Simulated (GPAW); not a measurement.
# Surface energy and work function of Pt(100) from slabs of 4 to 14 layers (LDA)

How do energy and work function of Pt(100) films settle with thickness, and what surface energy follows?

How it was computed: GPAW 26.7.0, plane waves at 450 eV with PAW setups; symmetric 1×1 slabs cut at the tabulated lattice constant (two decimals; low-temperature values for the alkali metals), atoms at bulk places, 7.5 Å of vacuum on each side, one in-plane mesh for all thicknesses, Fermi-Dirac smearing of 0.1 eV. Energies are extrapolated to zero smearing and count from the program's reference atoms. Functional LDA. The cell's area is 7.683 Å².

What came out, but for one run:

```tsv
layers	energy (eV)	work function (eV)
4	−29.1727	5.99
5	−37.0456	6.02
6	−44.9363	6.02
7	−52.8112	6.02
8	−60.7074	6.02
9	−68.5957	6.02
10	−76.4914	6.02
11	−84.3812	6.02
12	−92.2732	6.02
14	?	?
```

Q: What surface energy do these runs give, and what energy and work function should the 14-layer slab have?

**Working.** A slab of n layers has E(n) = nε + 2Aγ once its middle is bulk-like. A line through n = 6 to 12 has the slope ε = −7.8905 eV a layer and the intercept 2Aγ = 2.4152 eV (r.m.s. residual 4.6 meV). So γ = 2.4152 / (2 × 7.683 Å²) = 0.1572 eV/Å² = 2.52 J/m², with a standard error of about 0.01 J/m² from the scatter about the line. For 14 layers: 2.4152 + 14 × (−7.8905) = −108.052 eV; the run gives −108.054 eV, 2.1 meV under the line. The work function has no such law: from 6 to 12 layers it stays at 6.02 eV, and the 14-layer slab gives 6.02 eV. The thinnest slab, 4 layers, lies −0.03 eV from that mean. The measured value for this face is 5.70 eV (“Anisotropic work function of elemental crystals” (2019, arxiv:1902.07811)), for a face that reconstructs.

Caveats: The surfaces are unrelaxed, so γ is an upper bound for this functional and lattice constant. The tabulated lattice constant isn't the functional's own, which strains the slab a little. Spin-orbit coupling is left out.

[Logs are printed without paths, hosts, clocks, repeated set-up lines and the standing remarks that a program may print on its own settings, such as how far it seeks lower states.]
